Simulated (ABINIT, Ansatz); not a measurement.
Planning a run of ABINIT 10.8.3 on SnF3 (Fm-3m). The input:

```
acell 3*1.0 Angstrom
rprim 
  -0.000000000000 4.348975944800 4.348975944800
  4.348975944800 0.000000000000 4.348975944800
  4.348975944800 4.348975944800 -0.000000000000
ntypat 2
znucl 50 9
natom 8
typat 1 1 2 2 2 2 2 2
xred 
  0.500000000000 0.500000000000 0.500000000000
  0.000000000000 0.000000000000 -0.000000000000
  0.728190550000 0.271809450000 0.728190550000
  0.271809450000 0.271809450000 0.728190550000
  0.271809450000 0.728190550000 0.271809450000
  0.271809450000 0.728190550000 0.728190550000
  0.728190550000 0.271809450000 0.271809450000
  0.728190550000 0.728190550000 0.271809450000
pp_dirpath "pseudos"
pseudos "Sn.upf, F.upf"
ecut 38
iscf -2
irdden 1
kptopt 0
nkpt 26
kpt 
  0.00000000 0.00000000 0.00000000
  0.12500000 0.00000000 0.12500000
  0.25000000 0.00000000 0.25000000
  0.37500000 0.00000000 0.37500000
  0.50000000 0.00000000 0.50000000
  0.53125000 0.06250000 0.53125000
  0.56250000 0.12500000 0.56250000
  0.59375000 0.18750000 0.59375000
  0.62500000 0.25000000 0.62500000
  0.37500000 0.37500000 0.75000000
  0.28125000 0.28125000 0.56250000
  0.18750000 0.18750000 0.37500000
  0.09375000 0.09375000 0.18750000
  0.00000000 0.00000000 0.00000000
  0.12500000 0.12500000 0.12500000
  0.25000000 0.25000000 0.25000000
  0.37500000 0.37500000 0.37500000
  0.50000000 0.50000000 0.50000000
  0.50000000 0.43750000 0.56250000
  0.50000000 0.37500000 0.62500000
  0.50000000 0.31250000 0.68750000
  0.50000000 0.25000000 0.75000000
  0.50000000 0.18750000 0.68750000
  0.50000000 0.12500000 0.62500000
  0.50000000 0.06250000 0.56250000
  0.50000000 0.00000000 0.50000000
istwfk *1
nband 50
nbdbuf 2
tolwfr 1e-08
nstep 40
prtwf 0
prtvol 0
indata_prefix "in"
outdata_prefix "out"
tmpdata_prefix "tmp"
```

```sh
OMP_NUM_THREADS=1 mpirun -n 8 abinit run.abi > log
```

**Question.** Estimate wall time and host memory on 8 MPI ranks of AMD EPYC 7R43, shared host.

It took 82 s; on shared hardware allow 41 s to 2.7 min. Peak host memory was 1.1 GiB.

[Paths, hosts, dates, memory and timing lines, banners, echoed tables and standing remarks are left out of the program output.]

[Logs are printed without paths, hosts, clocks, repeated set-up lines and the standing remarks that a program may print on its own settings, such as how far it seeks lower states.]

[Runs of the session that timed out or met a known fault of the program may be left out.]

[Hosts, paths, dates, database ids (printed as entryN), source tags and the programs' standing remarks are cut or masked in the printed files.]

[G0W0 gaps are taken among the corrected bands and points alone; a level outside them can change the order at an edge.]

[Where Ansatz stands beside ABINIT at settings called matched, ABINIT's density can come from a denser mesh and the files from another edition; pairs whose starting gaps differed by over 0.03 eV were left out, so agreement reads better than it is.]
